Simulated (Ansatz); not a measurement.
# Where H_O puts its levels in the gap of K2MoO4 (C2/m)

Wanted: the transition levels of a hydrogen on a lattice site in K2MoO4 (C2/m), from a cell of 56 host atoms with 1 O taken out and 1 H put in.

Main program and level: Ansatz 0.2.0; place-levels on PBEsol runs: charge-transition levels and formation energies with image-charge correction and potential alignment at the atomic sites.

## Step 1: Set-up

The cell holds 56 atoms: 16 K, 8 Mo, 31 O and 1 H. Its edges and angles: a = 9.638 Å, b = 11.282 Å, c = 13.703 Å, α = 44.1°, β = 91.4°, γ = 81.4°. It derives from K2MoO4 (space group C2/m). Nearest the centre at fractional (0.347, 0.728, 0.414): H29 at 0.00 Å, Mo23 at 1.77 Å, K9 at 2.75 Å, K1 at 2.76 Å, O55 at 2.87 Å, K5 at 2.87 Å, O36 at 2.89 Å, O43 at 2.90 Å.

Screening for the image-charge correction: ε∞ = (2.71, 2.75, 2.72), ε0 = principal values (5.40, 6.49, 13.84), from a response run on this crystal (DFPT, PBEsol) at that run's own cell.

The cell's shortest repeat is 9.6 Å.

## Step 2: Charge states

Levels follow from differences of total energies between charge states, each relaxed by itself.

Each atom starts 0.05 Å or so off its site in a random direction. Forces are taken at one point at (¼, ¼, ¼). The cell holds 1 electron more than the neutral one, with a uniform background that keeps it neutral on the whole.

The sampling was tested on the host first: at the k-points planned (1x1x1 shifted 0.25 0.25 0.25) its energy lies 0.000 eV an atom from the dense-mesh value, under the bound of 0.02 eV set for this test; that bounds the host's error, not the defect's.

One state's input; the others differ in charge, spin, start and seed, and in occupations where the table says so.

Contents of qm1.relax_smeared/input.yaml:

```yaml
crystal:
  lattice:
    - [-3.24276049, 6.0559037, 6.76040207]
    - [9.04886798, 0.0, 6.73828767]
    - [12.29162847, 6.0559037, -0.0221144]
  atoms:
    - { symbol: K, position: [0.13761593, 0.62723073, 0.36238407] }
    - { symbol: K, position: [0.13761593, 0.62723073, 0.86238407] }
[... 2 atom lines left out ...]
    - { symbol: K, position: [0.36238407, 0.87276927, 0.13761593] }
    - { symbol: K, position: [0.36238407, 0.87276927, 0.63761593] }
[... 2 atom lines left out ...]
    - { symbol: K, position: [0.20372179, 0.04731594, 0.29627821] }
[... 4 atom lines left out ...]
    - { symbol: K, position: [0.29627821, 0.45268406, 0.70372179] }
[... 3 atom lines left out ...]
    - { symbol: Mo, position: [0.47504714, 0.29941831, 0.52495286] }
[... 1 atom line left out ...]
    - { symbol: Mo, position: [0.97504714, 0.79941831, 0.52495286] }
[... 2 atom lines left out ...]
    - { symbol: Mo, position: [0.52495286, 0.70058169, 0.47504714] }
[... 1 atom line left out ...]
    - { symbol: O, position: [0.41436176, 0.51096924, 0.34694589] }
[... 3 atom lines left out ...]
    - { symbol: H, position: [0.34694589, 0.72772311, 0.41436176] }
[... 3 atom lines left out ...]
    - { symbol: O, position: [0.08563824, 0.98903076, 0.15305411] }
[... 2 atom lines left out ...]
    - { symbol: O, position: [0.58563824, 0.48903076, 0.65305411] }
[... 1 atom line left out ...]
    - { symbol: O, position: [0.15305411, 0.77227689, 0.58563824] }
[... 1 atom line left out ...]
    - { symbol: O, position: [0.65305411, 0.27227689, 0.58563824] }
[... 2 atom lines left out ...]
    - { symbol: O, position: [0.63656592, 0.72467252, 0.36343408] }
[... 1 atom line left out ...]
    - { symbol: O, position: [0.36343408, 0.27532748, 0.13656592] }
    - { symbol: O, position: [0.36343408, 0.27532748, 0.63656592] }
[... 2 atom lines left out ...]
    - { symbol: O, position: [0.47534799, 0.14239928, 0.02465201] }
[... 2 atom lines left out ...]
    - { symbol: O, position: [0.97534799, 0.64239928, 0.52465201] }
[... 2 atom lines left out ...]
    - { symbol: O, position: [0.52465201, 0.85760072, 0.47534799] }
    - { symbol: O, position: [0.52465201, 0.85760072, 0.97534799] }
  host:
    repeats: [1, 1, 1]
    atoms:
      - { symbol: K, position: [0.13761593, 0.62723073, 0.36238407] }
      - { symbol: K, position: [0.13761593, 0.62723073, 0.86238407] }
      # ... 54 more atoms of the perfect host
total_charge: -1
basis:
  ecutwfc: 420
  xc_grid: 2
hamiltonian:
  xc: pbesol
kpoints:
  mp_grid: { grid: [1, 1, 1], shift: [0.25, 0.25, 0.25] }
scf:
  occupations: { method: fermi_dirac, width: 0.01 }
  max_iter: 60
output:
  forces: true
  charged_corrections:
    epsilon: [2.71, 2.75, 2.72]
    static_epsilon: [[6.43, 0.0, -0.24], [0.0, 13.84, 0.0], [-0.24, 0.0, 5.46]]
    defect_position: [0.346946, 0.727723, 0.414362]
relax:
  f_tol: 0.02
  max_steps: 80
  random_displacement: { amplitude: 0.05, seed: 4030 }
checkpoint:
  write: "../qm1.relax_smeared.run"
  compress: false
  write_wavefunctions: true
  write_every: 100000
```

The run is started by

```sh
$ ansatz run input.yaml --threads 4 --pin off --max-ram 7536MiB --backend cpu --events-out ev --progress --plain --runs-dir out
```

Defect states can disperse in a cell of this size, so the energy is taken again at a 2×2×2 shifted mesh, on the relaxed structure.

The run of this state that the levels use, under PBEsol:

Contents of qm1.point/input.yaml:

```yaml
crystal:
  checkpoint: "../qm1.relax_smeared.run"
  host: checkpoint
total_charge: -1
basis:
  ecutwfc: 420
  xc_grid: 2
hamiltonian:
  xc: pbesol
kpoints:
  mp_grid: { grid: [2, 2, 2], shift: [0.5, 0.5, 0.5] }
scf:
  occupations: { method: fermi_dirac, width: 0.01 }
  max_iter: 60
output:
  forces: true
  eigenvalues: true
  charged_corrections:
    epsilon: [2.71, 2.75, 2.72]
    static_epsilon: [[6.43, 0.0, -0.24], [0.0, 13.84, 0.0], [-0.24, 0.0, 5.46]]
    defect_position: [0.346946, 0.727723, 0.414362]
  eigenstates: { localisation: true }
  populations: true
  band_densities: [{ bands: [v1, v1] }, { bands: [c1, c1] }]
  write_density: true
  write_potential: true
  volumetric_format: npy
checkpoint:
  read: "../qm1.relax_smeared.run"
  write: "../qm1.point.run"
  compress: false
  write_wavefunctions: false
  write_every: 100000
```

Relaxations under PBEsol at one point at (¼, ¼, ¼); times on 4 threads of Arm Neoverse V2, shared host:

| charge | moment (μB) | occupations | outcome | steps | largest displacement against the far atoms (Å) | time |
| --- | --- | --- | --- | --- | --- | --- |
| −1 | 0 | fixed | not converged | - | - | 46 s |
| −1 | 0 | fermi-dirac | converged | 12 | 1.04 | 3 min |
| 0 | 1 | fixed | converged | 11 | 0.31 | 5.1 min |
| +1 | 0 | fixed | converged | 8 | 0.23 | 100 s |
| +2 | 1 | fixed | not converged | - | - | 1.9 min |
| +2 | 1 | fermi-dirac | converged | 9 | 0.22 | 9.5 min |
| −1 | 2 | fixed | converged | 14 | 0.30 | 8 min |

Single points under PBEsol at a 2×2×2 shifted mesh; times on 4 threads of Arm Neoverse V2, shared host:

| charge | moment (μB) | occupations | outcome | time |
| --- | --- | --- | --- | --- |
| −1 | 0 | fermi-dirac | converged | 79 s |
| 0 | 1 | fermi-dirac | converged | 2.5 min |
| +1 | 0 | fermi-dirac | converged | 77 s |
| +2 | 1 | fermi-dirac | converged | 4 min |
| −1 | 2 | fermi-dirac | converged | 3.7 min |

Distances (Å) from H29 to the nearest atoms after relaxation with PBEsol:

| charge | moment (μB) | 1. | 2. | 3. | 4. | 5. | 6. |
| --- | --- | --- | --- | --- | --- | --- | --- |
| −1 | 0 | Mo 1.77 | K 2.42 | K 2.42 | O 2.43 | O 2.43 | O 2.94 |
| −1 | 2 | Mo 1.75 | K 2.65 | O 2.66 | O 2.67 | K 2.75 | K 2.94 |
| 0 | 1 | Mo 1.75 | O 2.64 | O 2.67 | K 2.69 | K 2.79 | O 2.98 |
| +1 | 0 | Mo 1.74 | O 2.74 | O 2.80 | O 2.81 | K 2.96 | O 3.01 |
| +2 | 1 | Mo 1.74 | O 2.75 | O 2.80 | O 2.81 | K 2.92 | K 3.00 |

## Step 3: Placing the levels, PBEsol

A charged cell interacts with its images and the background, and its potential has another zero than the host's. place-levels removes the first by a point-charge model, screened by the static dielectric constant since the ions have relaxed around the charge, and the second by comparing potentials at atoms far from the defect.

The host is a run of the defect-free crystal in the same cutoffs, grids and k-points, so that basis and sampling errors cancel in part in the differences. Its band edges come from a run of the primitive cell that searches the zone for them. The host is run in a cell of 28 atoms on a matching mesh. Chemical potentials are energies per atom of O (O2 molecule) and H (H2 molecule), run with the same functional and cutoff.

Contents of levels.point.yaml:

```yaml
host:
  run: host.point.run
  levels_from: { run: edges.point.run }
states: [qm1.point.run, q0_M1.point.run, qp1.point.run, qp2_M1.point.run, qm1_M2.point.run]
geometry_from:
  qm1.point.run: qm1.relax_smeared.run
  q0_M1.point.run: q0_M1.relax.run
  qp1.point.run: qp1.relax.run
  qp2_M1.point.run: qp2_M1.relax_smeared.run
  qm1_M2.point.run: qm1_M2.relax.run
  host.point.run: host.relax.run
chemical_potentials:
  O:
    energy: -558.282649
    dataset: "<sha256 of the dataset>"
  H:
    energy: -15.609288
    dataset: "<sha256 of the dataset>"
epsilon: [2.71, 2.75, 2.72]
static_epsilon:
  - [6.43, 0.0, -0.24]
  - [0.0, 13.84, 0.0]
  - [-0.24, 0.0, 5.46]
vertical:
  - { from: qm1.point.run, to: qm1.point_neutral.run }
  - { from: qp1.point.run, to: qp1.point_neutral.run }
  - { from: qp2_M1.point.run, to: qp2_M1.point_neutral.run }
  - { from: qm1_M2.point.run, to: qm1_M2.point_neutral.run }
```

The run is started by

```sh
$ ansatz place-levels levels.point.yaml -- --threads 4 --pin off --max-ram 7536MiB
```

Numbers of over 12 decimals in the logs are rounded to 6 here.

The program printed:

```text
[... repeated set-up lines and file paths are left out, and long positions are rounded to six places ...]
(+2/+1) 0.000 eV above the valence edge (-0.458 eV without the band-filling correction), 4.328 eV under the conduction edge
(+1/0) 3.000 eV above the valence edge, 1.327 eV under the conduction edge
(0/-1) 4.383 eV above the valence edge, in the conduction band
formation energy of charge +2: +1.696 eV with the Fermi level at the valence edge
formation energy of charge +1: +1.696 eV with the Fermi level at the valence edge
formation energy of charge 0: +4.696 eV with the Fermi level at the valence edge
formation energy of charge -1: +9.079 eV with the Fermi level at the valence edge
vertical -1 to 0: no energy, since no alignment is typed
  the change from vertical[0].from (qm1.point.run) to vertical[0].to (qm1.point_neutral.run): by its potential at epsilon [2.71, 2.75, 2.72] it stands at 0.531 0.723 0.474, with an rms radius of about 1.5 Å (1.1 0.9 0.6 Å across the planes of the cell's [...]
vertical +1 to 0: no energy, since no alignment is typed
  the change from vertical[1].from (qp1.point.run) to vertical[1].to (qp1.point_neutral.run): by its potential at epsilon [2.71, 2.75, 2.72] it stands at 0.522 0.711 0.474, with an rms radius of about 2.4 Å (1.3 1.4 1.5 Å across the planes of the cell's [...]
vertical +2 to 0: no energy, since no alignment is typed
  the change from vertical[2].from (qp2_M1.point.run) to vertical[2].to (qp2_M1.point_neutral.run): by its potential at epsilon [2.71, 2.75, 2.72] it stands at 0.525 0.719 0.461, with an rms radius of about 4.0 Å (2.3 2.0 2.6 Å across the planes of the cell's [...]
vertical -1 to 0: no energy, since no alignment is typed
  the change from vertical[3].from (qm1_M2.point.run) to vertical[3].to (qm1_M2.point_neutral.run): by its potential at epsilon [2.71, 2.75, 2.72] it stands at 0.518 0.733 0.461, with an rms radius of about 2.7 Å (1.7 1.5 1.5 Å across the planes of the cell's [...]
  edges by pbesol of host.levels_from (edges.point.run), its mesh sampled to repeats of 29.99 Å (the valence edge +0.050 eV and the conduction edge -0.052 eV from those of the host's own run), gap 4.328 eV; the host is sampled to repeats of 19.28 Å
  the defect's cells are sampled to repeats of 19.28 Å, like sampling
  charge +2: -80883.4986 eV with its correction of +0.524 eV, at epsilon [[6.43, 0, -0.24], [0, 13.84, 0], [-0.24, 0, 5.46]], aligned at sites: -0.2388 eV, mean over 31 atomic sites at or beyond 4.82 Å from the defect at [0.3469, 0.7277, 0.4144], with [...]
  states[3] (qp2_M1.point.run): levels filled in part (TS 0.008 eV): its energy is of no whole electron's
  charge +1: -80880.4026 eV with its correction of +0.193 eV, at epsilon [[6.43, 0, -0.24], [0, 13.84, 0], [-0.24, 0, 5.46]], aligned at sites: -0.0574 eV, mean over 31 atomic sites at or beyond 4.82 Å from the defect at [0.3469, 0.7277, 0.4144], with [...]
  charge 0: +0.000 eV for its dipole among its images, +0.000 omitted
  charge -1: -80865.9111 eV with its correction of +0.342 eV, at epsilon [[6.43, 0, -0.24], [0, 13.84, 0], [-0.24, 0, 5.46]], aligned at sites: -0.0915 eV, mean over 31 atomic sites at or beyond 4.82 Å from the defect at [0.3469, 0.7277, 0.4144], with [...]
  charge -1: states[4] (qm1_M2.point.run) stands 0.079 eV higher, with a moment of 2.00 μB against 0.00
  states[4] (qm1_M2.point.run): levels filled in part (TS 0.007 eV): its energy is of no whole electron's
  of states[3] (qp2_M1.point.run): it parts from the run at its places by a charge that spreads by about 2.6 Å along one vector (1.6 Å or more is wide), by its potential at epsilon [2.71, 2.75, 2.72], taken for that of held ions (one typed too small widens [...]
  of states[2] (qp1.point.run): it parts from the run at its places by a charge that spreads by about 1.4 Å along one vector (1.3 Å or more is wide), by its potential at epsilon [2.71, 2.75, 2.72], taken for that of held ions (one typed too small widens it), [...]
  of states[1] (q0_M1.point.run): its displacements don't fall off away from the defect: farther atoms stand 0.051 Å off the host's places. [...]
  of states[0] (qm1.point.run): the far atoms show a dipole or second moment of the defect's charge, for which the correction takes or leaves out 0.056 eV: further moments aren't read, and the relaxed atoms' own pattern can pass for one, so compare a larger [...]
  of states[4] (qm1_M2.point.run): it parts from the run at its places by a charge that spreads by about 1.5 Å along one vector (1.3 Å or more is wide), by its potential at epsilon [2.71, 2.75, 2.72], taken for that of held ions (one typed too small widens [...]
  of vertical[0].from (qm1.point.run): its displacements don't fall off away from the defect: farther atoms stand 0.031 Å off the host's places. [...]
  of vertical[0].to (qm1.point_neutral.run): its displacements don't fall off away from the defect: farther atoms stand 0.031 Å off the host's places. [...]
  of vertical[1].from (qp1.point.run): its displacements don't fall off away from the defect: farther atoms stand 0.032 Å off the host's places. [...]
  vertical[1].to (qp1.point_neutral.run): levels filled in part (TS 0.003 eV): its energy is of no whole electron's
  of vertical[1].to (qp1.point_neutral.run): its displacements don't fall off away from the defect: farther atoms stand 0.032 Å off the host's places. [...]
  vertical[2].from (qp2_M1.point.run): levels filled in part (TS 0.008 eV): its energy is of no whole electron's
  of vertical[2].from (qp2_M1.point.run): its displacements don't fall off away from the defect: farther atoms stand 0.07 Å off the host's places. [...]
  vertical[2].to (qp2_M1.point_neutral.run): levels filled in part (TS 0.002 eV): its energy is of no whole electron's
  of vertical[2].to (qp2_M1.point_neutral.run): its displacements don't fall off away from the defect: farther atoms stand 0.07 Å off the host's places. [...]
  vertical[3].from (qm1_M2.point.run): levels filled in part (TS 0.007 eV): its energy is of no whole electron's
  of vertical[3].from (qm1_M2.point.run): its displacements don't fall off away from the defect: farther atoms stand 0.08 Å off the host's places. [...]
  of vertical[3].to (qm1_M2.point_neutral.run): its displacements don't fall off away from the defect: farther atoms stand 0.08 Å off the host's places. [...]
```

Wall time 0.53 s (4 threads of Arm Neoverse V2, shared host).

(Part 1 of 2 ends here.)

[Logs are printed without paths, hosts, clocks, repeated set-up lines and the standing remarks that a program may print on its own settings, such as how far it seeks lower states.]

[Hosts, paths, dates, database ids (printed as entryN), source tags and the programs' standing remarks are cut or masked in the printed files.]

[Where a table of states has a column of steps, it counts the stored structures, which are thinned; the runs took as many ionic steps or more.]

[A defect's name tells the site on which it was built; relaxed atoms can leave that site.]

[For some hosts the program warned that the k-mesh of the response run may be too coarse for force constants and the static dielectric constant; such warnings are not shown here.]
